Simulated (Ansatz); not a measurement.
# Au wire along [111], 19 atoms a period: bands along the axis, part 2 of 2

What gap, if any, does the Au wire along [111], 19 atoms a period have, and how many channels would it open?

Ansatz 0.2.0; DFT PBE, plane waves, PAW; relaxation of a wire's period; PAW set soft_1 (the session's first sound run).

So far: The starting structure; The relaxed wire.

### Step 2. The relaxed wire (continued)

The steps of the relaxation:

| step | energy less that of the first step (eV) | largest force component (eV/Å) | pressure (GPa) | volume (Å³) |
| --- | --- | --- | --- | --- |
| 1 | 0.0000 | 1.0081 | -2.20 | 1242.20 |
| 2 | -1.3903 | 0.5546 | 1.24 | 1181.64 |
| 3 | -1.6775 | 0.0915 | -0.28 | 1190.18 |
| 4 | -1.6856 | 0.0138 | -0.02 | 1186.77 |
| 5* | -1.6798 | 0.0140 | -0.02 | 1186.77 |

Relaxation steps marked * repeat the geometry before them on a plane-wave basis chosen anew for their cell, so energy and pressure can jump there.

The run keeps the 4 symmetry operations that it works with, so distortions that break them were not tested.

```
cell as run  before  after  change
      c (Å)   7.205  6.884  -4.5 %
```

The atoms that moved most (Å, along periodic axes as changes of fractional coordinates times the final cell, across vacuum about the mean position):

| atom | dx | dy | dz | length |
| --- | --- | --- | --- | --- |
| Au6 | -0.164 | -0.095 | 0.046 | 0.195 |
| Au12 | -0.164 | 0.095 | -0.046 | 0.195 |
| Au9 | 0.164 | -0.095 | 0.046 | 0.195 |
| Au15 | 0.164 | 0.095 | -0.046 | 0.195 |
| Au13 | 0.000 | -0.188 | -0.048 | 0.194 |
| Au7 | 0.000 | 0.188 | 0.048 | 0.194 |
| Au14 | 0.000 | -0.146 | 0.111 | 0.183 |
| Au8 | 0.000 | 0.146 | -0.111 | 0.183 |

This step gave:

```yaml
energy_at_zero_smearing: -249862.6640 eV
cell_length_along_the_wire: 6.884 Å
```

The cell's length comes to 6.884 Å with spin left out.

### Step 3. The wire at its relaxed period

This step: DFT PBE, plane waves, PAW; bands of a perfect wire; PAW set soft_1 (Ansatz 0.2.0).

At the relaxed period the bands are computed along the axis; those that cross an energy going forward count the channels that a perfect wire would open there.

Contents of input.yaml:

```yaml
crystal:
  lattice:
    - [12.683, 0.0, 0.0]
    - [0.0, 13.593, 0.0]
    - [0.0, 0.0, 6.883825633]
  atoms:
    - { symbol: Au, position: [0.270010998, 0.500009253, 0.0] }
    - { symbol: Au, position: [0.385137738, 0.685518805, 0.000274946] }
    - { symbol: Au, position: [0.500005063, 0.500009253, 0.0] }
    - { symbol: Au, position: [0.614872387, 0.685518805, 0.000274946] }
    - { symbol: Au, position: [0.277860564, 0.619439904, 0.317642868] }
    - { symbol: Au, position: [0.371124846, 0.430575533, 0.339986279] }
    - { symbol: Au, position: [0.500005063, 0.638805064, 0.340312484] }
    - { symbol: Au, position: [0.500005063, 0.2608699, 0.3172293] }
    - { symbol: Au, position: [0.62888528, 0.430575533, 0.339986279] }
    - { symbol: Au, position: [0.722149562, 0.619439904, 0.317642868] }
    - { symbol: Au, position: [0.277860564, 0.380578602, 0.682357132] }
    - { symbol: Au, position: [0.371124846, 0.569442973, 0.660013721] }
    - { symbol: Au, position: [0.500005063, 0.361213442, 0.659687516] }
    - { symbol: Au, position: [0.500005063, 0.739148606, 0.6827707] }
    - { symbol: Au, position: [0.62888528, 0.569442973, 0.660013721] }
    - { symbol: Au, position: [0.722149562, 0.380578602, 0.682357132] }
    - { symbol: Au, position: [0.385137738, 0.314499701, 0.999725054] }
    - { symbol: Au, position: [0.614872387, 0.314499701, 0.999725054] }
    - { symbol: Au, position: [0.729999127, 0.500009253, 0.0] }
kpoints:
  mp_grid: { grid: [1, 1, 12] }
  band_path: { path: ["Γ", Z], npoints: 90 }
scf:
  occupations: { method: fermi_dirac, width: 0.05 }
hamiltonian:
  xc: pbe
  pseudopotentials: { kind: paw, azcp: { folder: soft_1 } }
output:
  dos: { e_range: [-5, 4] }
  write_potential: true
  write_density: true
  volumetric_format: npy
```

Started as:

```
> ansatz run input.yaml --threads 4 --pin off --max-ram 16384MiB --backend cpu --events-out ev --progress --plain --runs-dir out
```

Numbers of over 12 decimals in the logs are rounded to 6 here.

Log:

```text
[...]
Crystal: 19 atoms, lattice volume = 1186.772 Å³
Basis set: ecut = 420 eV, 23217 PW (Γ)
Bands: 217, of which v1, the nominal top of the filled ones, is band 181 counted from 1 (180 counted from 0)
Symmetry: 4 space group operations
[...]
k-points: 7 of 12
[...]
SCF iter   1: F=—  HF=-249866.399030 eV  |F-HF|=—  |Δ(HF+E_count)|=         —  Δρ=3.10e-2  dr2=1.32e1  ethr=3.10e-3  ⟨swp⟩=6.3  Hψ=5938  notcnv=0  defer=93
[...]
SCF iter   9: F=-249862.681956 eV  HF=-249862.681956 eV  |F-HF|=5.48e-8  |Δ(HF+E_count)|=   4.98e-8  Δρ=2.80e-6  dr2=5.31e-8  ethr=2.77e-11  ⟨swp⟩=13.4  Hψ=7450  notcnv=0
SCF 1 converged in 9 iterations: F = -249862.681956 eV  dr2 = 5.31e-8
[...]
NSCF: frozen V_eff on 91 k-points
WARN: The output density's exchange-correlation potential varies sharply where the density is thin. Do not read a vacuum level from v_tot or v_xc, or from such a field of the output density. On a cell that repeats whose density bears no net charge and no dipole along the vacuum's axis use v_es (v_loc + v_h of the components); under efield.dipole_correction with no amplitude use v_es + v_field, which holds any externa [...]
SCF converged after 9 iterations
Free energy (F): -249862.681956 eV
[...]
Internal energy: -249862.646195 eV  (E = F + TS)
E sigma→0 (E₀):  -249862.664075 eV
Entropy (-TS):   -0.035761 eV (-1.882 meV/atom)
Fermi energy:    1.837378 eV
[...]
--- Band table (eV; the first three rows and the last of 7) ---
  k-point 0: bands = [... 177 lower, 0.7761, 1.4499, 2.0560, 2.0573, 2.4183, 2.4216, 2.4374, 2.6680, ... 32 higher]
  k-point 1: bands = [... 177 lower, 1.0843, 1.4752, 1.7105, 1.7125, 2.4607, 2.6941, 2.8062, 2.8102, ... 32 higher]
  k-point 2: bands = [... 177 lower, 1.3109, 1.3146, 1.4229, 1.6411, 2.5469, 2.7728, 2.8531, 2.8701, ... 32 higher]
  k-point 6: bands = [... 177 lower, 1.2065, 1.2223, 1.4149, 1.4256, 2.0464, 2.1576, 3.1782, 3.3595, ... 32 higher]
```

Wall time 3 min (4 threads of Intel Xeon Platinum 8488C (Sapphire Rapids), shared host); peak memory 11 GiB; 12 min of CPU time.

This step gave:

- energy at zero smearing: -249862.6641 eV
- band gap: 0 eV

Electronic bands along the path, in eV, zero at the Fermi level; # counts the bands kept:

| point | #62 | #63 | #64 | #65 | #66 | #67 | #68 | #69 |
| --- | --- | --- | --- | --- | --- | --- | --- | --- |
| Γ | -1.06 | -0.39 | 0.22 | 0.22 | 0.58 | 0.58 | 0.60 | 0.83 |
| halfway | -0.80 | -0.79 | -0.28 | 0.17 | 0.63 | 0.64 | 0.93 | 1.07 |
| Z | -0.63 | -0.61 | -0.42 | -0.41 | 0.21 | 0.32 | 1.34 | 1.52 |

Between Γ and Z the bands cross the Fermi level 6 times, so a perfect wire would conduct at least 6 G₀, with spin left out.

### Step 4. What came out

| Item | Value |
| --- | --- |
| cell length, PBE | 6.884 Å |
| ballistic conductance by band crossings, a lower bound, PBE | 6 G₀ |

**Reading.** Under PBE the cell's length is 6.88 Å, and the bands cross the Fermi level 6 times between Γ and Z, which gives a perfect wire at least 6 G₀ (opposite crossings within one step of the path cancel in such a count). Spin-orbit coupling is left out, which matters for the bands of heavy atoms.

[Logs are printed without paths, hosts, clocks, repeated set-up lines and the standing remarks that a program may print on its own settings, such as how far it seeks lower states.]

[Hosts, paths, dates, database ids (printed as entryN), source tags and the programs' standing remarks are cut or masked in the printed files.]
